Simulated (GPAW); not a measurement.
# VGe31 (Ge32 V1): moments or none, part 2 of 2

Wanted: the moments of VGe31 (Ge32 V1) and the energy gained by spin polarisation.

GPAW 26.7.0; PBE; plane waves with GPAW's PAW setups, scalar-relativistic.

So far. Step 2 (Start 1: ferro +): After 37 cycles the largest moment stands at 1.49 μB.

**3. Start 2: no spin polarisation**

A run without seeds gives the energy of the state without moments.

File nospin.py:

```python
import json
import numpy as np
from ase import Atoms
from ase.parallel import paropen, parprint
from gpaw import GPAW

atoms = Atoms(['V', 'Ge', 'Ge', 'Ge', 'Ge', 'Ge', 'Ge', 'Ge', 'Ge', 'Ge', 'Ge', 'Ge', 'Ge', 'Ge', 'Ge', 'Ge', 'Ge', 'Ge', 'Ge', 'Ge', 'Ge', 'Ge', 'Ge', 'Ge', 'Ge', 'Ge', 'Ge', 'Ge', 'Ge', 'Ge', 'Ge', 'Ge'],
    cell=[[11.316, 0.0, 0.0],
         [0.0, 11.316, 0.0],
         [0.0, 0.0, 5.658]],
    scaled_positions=[[0.0, 0.0, 0.0],
         [0.125, 0.125, 0.25],
         [0.0, 0.25, 0.5],
         [0.125, 0.375, 0.75],
         [0.25, 0.0, 0.5],
         [0.375, 0.125, 0.75],
         [0.25, 0.25, 0.0],
         [0.375, 0.375, 0.25],
         [0.0, 0.5, 0.0],
         [0.125, 0.625, 0.25],
         [0.0, 0.75, 0.5],
         [0.125, 0.875, 0.75],
         [0.25, 0.5, 0.5],
         [0.375, 0.625, 0.75],
         [0.25, 0.75, 0.0],
         [0.375, 0.875, 0.25],
         [0.5, 0.0, 0.0],
         [0.625, 0.125, 0.25],
         [0.5, 0.25, 0.5],
         [0.625, 0.375, 0.75],
         [0.75, 0.0, 0.5],
         [0.875, 0.125, 0.75],
         [0.75, 0.25, 0.0],
         [0.875, 0.375, 0.25],
         [0.5, 0.5, 0.0],
         [0.625, 0.625, 0.25],
         [0.5, 0.75, 0.5],
         [0.625, 0.875, 0.75],
         [0.75, 0.5, 0.5],
         [0.875, 0.625, 0.75],
         [0.75, 0.75, 0.0],
         [0.875, 0.875, 0.25]],
    pbc=True)
atoms.calc = GPAW(mode={'name': 'pw', 'ecut': 450},
    xc='PBE',
    kpts={'size': (3, 3, 5), 'gamma': True},
    occupations={'name': 'fermi-dirac', 'width': 0.05},
    convergence={'density': 1e-05, 'energy': 1e-05},
    maxiter=200,
    mixer={'name': 'pulay', 'beta': 0.05, 'nmaxold': 6, 'weight': 50},
    symmetry={'tolerance': 1e-4},
    txt='nospin.txt')
e = atoms.get_potential_energy(force_consistent=True)
res = {'free_energy': e, 'energy_sigma0': atoms.get_potential_energy(), 'fermi_energy': atoms.calc.get_fermi_level()}
parprint(f'free energy: {e:.6f} eV')
atoms.calc.write('nospin.gpw')
with paropen('results.json', 'w') as f:
    json.dump(res, f)
```

The run is started by

```bash
$ OMP_NUM_THREADS=1 mpirun -n 4 gpaw python nospin.py > nospin.log
```

Numbers of over 12 decimals in the logs are rounded to 6 here.

Log:

```text
free energy: -145.549728 eV

--- nospin.txt ---
Input parameters:
  mode=PW(ecut=450),
  convergence={'density': 1e-05, 'energy': 1e-05},
  kpts=MonkhorstPack(size=(3, 3, 5), gamma=True),
  maxiter=200,
  mixer=Pulay(name='pulay', nmaxold=6, beta=0.05, weight=50, sigma=0.015, g_ss=None),
  occupations=Occupations(name='fermi-dirac', width=0.05),
  symmetry=Symmetry(tolerance=0.0001),
  xc=XC(name='PBE')

Diagonalizing LCAO Hamiltonian
Converting LCAO to pw mode
        .---------------------------.
       /|                           |
      / |                           |
     /  |  Ge            Ge         |
    /   |       Ge            Ge    |
   /  Ge|           Ge              |
  /    Ge         Ge Ge         Ge  |
 *      .--Ge------------Ge---------.
 |     / Ge Ge         Ge Ge       /
 | Ge /      Ge  Ge        Ge     /
 |   Ge Ge    Ge   Ge Ge    Ge   /
 |  /Ge            Ge           /
 | /      Ge            Ge     /
 |/                           /
 V-------------Ge------------*

Atoms  # Å, Bohr magnetons
|    | symbol |        x |        y |        z |    initial magnetic moments |
|----|--------|----------|----------|----------|-----------------------------|
|  0 |      V | 0.000000 | 0.000000 | 0.000000 | ( 0.0000,  0.0000,  0.0000) |
|  1 |     Ge | 1.414500 | 1.414500 | 1.414500 | ( 0.0000,  0.0000,  0.0000) |
|  2 |     Ge | 0.000000 | 2.829000 | 2.829000 | ( 0.0000,  0.0000,  0.0000) |
|  3 |     Ge | 1.414500 | 4.243500 | 4.243500 | ( 0.0000,  0.0000,  0.0000) |
|  4 |     Ge | 2.829000 | 0.000000 | 2.829000 | ( 0.0000,  0.0000,  0.0000) |
|  5 |     Ge | 4.243500 | 1.414500 | 4.243500 | ( 0.0000,  0.0000,  0.0000) |
|  6 |     Ge | 2.829000 | 2.829000 | 0.000000 | ( 0.0000,  0.0000,  0.0000) |
|  7 |     Ge | 4.243500 | 4.243500 | 1.414500 | ( 0.0000,  0.0000,  0.0000) |
|  8 |     Ge | 0.000000 | 5.658000 | 0.000000 | ( 0.0000,  0.0000,  0.0000) |
|  9 |     Ge | 1.414500 | 7.072500 | 1.414500 | ( 0.0000,  0.0000,  0.0000) |
| 10 |     Ge | 0.000000 | 8.487000 | 2.829000 | ( 0.0000,  0.0000,  0.0000) |
| 11 |     Ge | 1.414500 | 9.901500 | 4.243500 | ( 0.0000,  0.0000,  0.0000) |
| 12 |     Ge | 2.829000 | 5.658000 | 2.829000 | ( 0.0000,  0.0000,  0.0000) |
[...]
| 24 |     Ge | 5.658000 | 5.658000 | 0.000000 | ( 0.0000,  0.0000,  0.0000) |
| 25 |     Ge | 7.072500 | 7.072500 | 1.414500 | ( 0.0000,  0.0000,  0.0000) |
| 26 |     Ge | 5.658000 | 8.487000 | 2.829000 | ( 0.0000,  0.0000,  0.0000) |
| 27 |     Ge | 7.072500 | 9.901500 | 4.243500 | ( 0.0000,  0.0000,  0.0000) |
| 28 |     Ge | 8.487000 | 5.658000 | 2.829000 | ( 0.0000,  0.0000,  0.0000) |
| 29 |     Ge | 9.901500 | 7.072500 | 4.243500 | ( 0.0000,  0.0000,  0.0000) |
| 30 |     Ge | 8.487000 | 8.487000 | 0.000000 | ( 0.0000,  0.0000,  0.0000) |
| 31 |     Ge | 9.901500 | 9.901500 | 1.414500 | ( 0.0000,  0.0000,  0.0000) |

Unit cell  # Å
| periodic |         x |         y |        z |   lengths |    angles |
|----------|-----------|-----------|----------|-----------|-----------|
|      yes | 11.316000 |  0.000000 | 0.000000 | 11.316000 | 90.000000 |
|      yes |  0.000000 | 11.316000 | 0.000000 | 11.316000 | 90.000000 |
|      yes |  0.000000 |  0.000000 | 5.658000 |  5.658000 | 90.000000 |

Number of symmetries: 8

BZ-sampling:
  Number of BZ points: 45
  Number of IBZ points: 9

  Monkhorst-Pack size: [3, 3, 5]
  Monkhorst-Pack shift: [0, 0, 0]

Plane wave coefficients: 15740
Cutoff: 450.000000 eV

Spin-components: 1 (collinear spins)
Bands:           87
Projectors:      161
Spin-degeneracy: 2
Datatype:        complex128

Parallelization:
  kpt:    2
  domain: 2
  band:   1

Density:
  Valence electrons: 137.0
  Components: 1
  Grid points: [56 56 28]
  Charge: 0.0  # |e|

Potential:
  Grid points: [56 56 28]

[... setups left out ...]
Reference energy: -1795847.268990  # eV

eigensolver:
  PPCG
  Converge bands: occupied
  niter=2

density mixing:
  Pulay-Mixer
  Linear mixing parameters: 0.05
  Old densities: 6
  Fourier metric: weight=50, sigma=0.015

occupation numbers:
  Fermi-Dirac:
    width: 0.0500  # eV

poisson solver:
  ecut: 3600.000000  # eV

xc functional:
  name: PBE with 2 nearest neighbor stencil

convergence criteria:
- Maximum integral of absolute [dens]ity change: 1e-05 electrons / valence electron
- Maximum [total energy] change in last 3 cyles: 1e-05 eV / valence electron
- Maximum integral of absolute [eigenst]ate change: 4e-08 eV^2 / valence electron
maximum number of iterations: 200

SCF iterations
|iter     |      energy | eigst |  dens |
|---------|-------------|-------|-------|
|iter:   1|       0s | -147.036725 | +0.12 |       |
|iter:   2|       9s | -146.384169 | -1.21 | -0.90 |
|iter:   3|      18s | -146.115685 | -2.20 | -0.95 |
|iter:   4|      27s | -151.043935 | -0.63 | -0.97 |
|iter:   5|      36s | -145.562617 | -1.21 | -1.15 |
|iter:   6|      45s | -145.744808 | -1.72 | -1.47 |
|iter:   7|      54s | -145.585880 | -1.75 | -1.59 |
|iter:   8|      63s | -145.522978 | -2.71 | -1.91 |
|iter:   9|      72s | -145.524518 | -3.02 | -2.08 |
|iter:  10|      81s | -145.512864 | -3.51 | -2.31 |
|iter:  11|      90s | -145.513150 | -3.82 | -2.41 |
|iter:  12|      99s | -145.511516 | -4.33 | -2.67 |
|iter:  13|     108s | -145.511330 | -4.93 | -2.86 |
|iter:  14|     117s | -145.511217c| -5.63 | -2.88 |
|iter:  15|     126s | -145.511346c| -5.31 | -2.94 |
|iter:  16|     135s | -145.511325c| -6.26 | -3.51 |
|iter:  17|     144s | -145.511336c| -6.08 | -3.60 |
|iter:  18|     153s | -145.511331c| -7.39 | -3.77 |
|iter:  19|     162s | -145.511328c| -6.94 | -3.78 |
|iter:  20|     171s | -145.511332c| -7.08 | -3.89 |
|iter:  21|     180s | -145.511332c| -6.62 | -4.01 |
|iter:  22|     189s | -145.511335c| -7.23 | -4.21 |
|iter:  23|     194s | -145.511335c| -7.66c| -4.22 |
|iter:  24|     198s | -145.511334c| -7.48c| -4.31 |
|iter:  25|     203s | -145.511335c| -7.50c| -4.50 |
|iter:  26|     207s | -145.511335c| -7.85c| -4.60 |
|iter:  27|     212s | -145.511335c| -8.09c| -5.07c|

Converged in 27 steps
Energy contributions relative to reference atoms: (reference = -1795847.268990)

Energy contributions:
  Kinetic:         408.716497
  Coulomb:        -365.307596
  Zero:              0.242890
  External:          0.000000
  Xc:             -189.124733
  Entropy:          -0.076785
  Spinorbit:         0.000000
  ----------------------------
  Free energy:    -145.549728
  Extrapolated:   -145.511335

dipole moment: (-137.739741, -137.739741, -142.640914)  # |e|*Ang

Fermi level: 5.744
Eigenvalues  # (at kpt = [0.000, 0.000, 0.000])
| band index |      eig [eV] | occ [0-2] |
|------------|---------------|-----------|
|          0 |       -58.530 |     2.000 |
|        ... |               |           |
|         62 |         4.426 |     2.000 |
|         63 |         4.568 |     2.000 |
|         64 |         4.568 |     2.000 |
|         65 |         5.461 |     1.993 |
|         66 |         5.504 |     1.984 |
|         67 |         5.504 |     1.984 |
|         68 |         5.587 |     1.916 |
|         69 |         5.590 |     1.911 |
|         70 |         6.246 |     0.000 |
|         71 |         6.723 |     0.000 |
|         72 |         6.723 |     0.000 |
|         73 |         6.741 |     0.000 |
|         74 |         6.811 |     0.000 |
|         75 |         6.837 |     0.000 |
|         76 |         6.998 |     0.000 |
|         77 |         6.998 |     0.000 |
|        ... |               |           |
|         86 |         8.199 |     0.000 |

No gap
No difference between direct/indirect transitions
```

The job ended after 3.8 min (4 MPI ranks of Arm Neoverse V1, shared host; peak memory 1.5 GiB).

This step gave:

| Item | Value |
| --- | --- |
| final state | non-magnetic (no spin polarisation) |

It lies 244 meV a seeded atom over the first start.

**4. The states side by side**

These are free energies at a smearing of 0.05 eV, so its entropy term is in the differences. They are divided by the number of seeded atoms, so that cells of unlike size compare.

Orders:

| start | final state | typed order kept | energy over the lowest (meV a seeded atom) | largest site moment (μB) | net moment (μB a primitive cell) | mesh matched | CPU time (s) |
| --- | --- | --- | --- | --- | --- | --- | --- |
| ferro + | ferromagnetic | yes | 0 | 1.486 | 1.646 | yes | 2393 |
| no spin polarisation | non-magnetic | - | 243.8 | 0 | 0 | yes | 907.2 |

**5. Outcome**

* lower run: with moments
* largest site moment: 1.49 μB
* energy gained by spin polarisation: 244 meV a seeded atom

**Reading.** The crystal holds moments, up to 1.49 μB, and gains 244 meV a seeded atom by them. No antiferromagnetic order was tried, so the session says nothing on how the moments order.

[Logs and program files are shortened in this print: banners, set-up blocks, solver, clock and traceback lines can be left out without a mark of their own.]

[Logs are printed without paths, hosts, clocks, repeated set-up lines and the standing remarks that a program may print on its own settings, such as how far it seeks lower states.]

[Hosts, paths, dates, database ids (printed as entryN), source tags and the programs' standing remarks are cut or masked in the printed files.]

[Where a cell is said to come from a database of computed structures, the database is the Materials Project.]
